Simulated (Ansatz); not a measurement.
The crystal is GeH5CBr3N2 (CH(NH2)2GeBr3).

The structure was built from a prototype and need not be the compound's stable phase.

The cell holds 12 atoms: 1 C, 5 H, 2 N, 1 Ge and 3 Br. Cell: a = 5.960 Å, b = 5.862 Å, c = 5.957 Å, α = 89.0°, β = 80.4°, γ = 91.1°. It derives from Br3C1Ge1H5N2.

```yaml
crystal:
  lattice:
    - [5.93919, -0.05956, 0.49772]
    - [-0.05956, 5.86183, 0.05551]
    - [0.49772, 0.05551, 5.93585]
  atoms:
    - { symbol: C, position: [0.97179, 0.93360, 0.02778] }
    - { symbol: H, position: [0.90570, 0.76652, 0.09366] }
    - { symbol: N, position: [0.88084, 0.02711, 0.86371] }
    - { symbol: N, position: [0.13622, 0.02683, 0.11859] }
    - { symbol: H, position: [0.75474, 0.94320, 0.79962] }
    - { symbol: H, position: [0.20025, 0.94279, 0.24453] }
    - { symbol: H, position: [0.93607, 0.18109, 0.78754] }
    - { symbol: H, position: [0.21247, 0.18085, 0.06359] }
    - { symbol: Ge, position: [0.47528, 0.52978, 0.52414] }
    - { symbol: Br, position: [0.46902, 0.50992, 0.95139] }
    - { symbol: Br, position: [0.50823, 0.96369, 0.49175] }
    - { symbol: Br, position: [0.04827, 0.50988, 0.53076] }
```

The structure was relaxed with PBE-D3(BJ). The runs that relaxed it are not among those shown.

Gaps computed with Ansatz 0.2.0 without a self-energy: PBE 2.15 eV, PBE+SOC 2.11 eV and HSE06+SOC 2.91 eV. The mean ε∞ by PBE perturbation theory is 3.88.

Question: What gap should G0W0 on PBE give (4×4×4 mesh, 690 empty bands, screening to 130 eV, PAW set soft_1 files)?

About 3.53 eV: on its mesh the run moves the gap from 2.15 eV by +1.38 eV. One-shot corrections scale roughly with one over ε∞, here 0.26. Spin-orbit coupling is not in that value; its −0.04 eV at the PBE level would bring it to about 3.49 eV. Bands and cutoff are finite, so the gap is not at the basis limit. The miss can reach some tenths of an eV and take either sign; the mesh is an error of its own. The many-body steps are scalar-relativistic: spin-orbit coupling is not in them.

[Paths, hosts, dates, memory and timing lines, banners, echoed tables and standing remarks are left out of the program output.]

[Logs are printed without paths, hosts, clocks, repeated set-up lines and the standing remarks that a program may print on its own settings, such as how far it seeks lower states.]

[Runs of the session that timed out or met a known fault of the program may be left out.]

[Cells called generated may have been cut or substituted from an entry of the Crystallography Open Database or the Materials Project.]

[Hosts, paths, dates, database ids (printed as entryN), source tags and the programs' standing remarks are cut or masked in the printed files.]
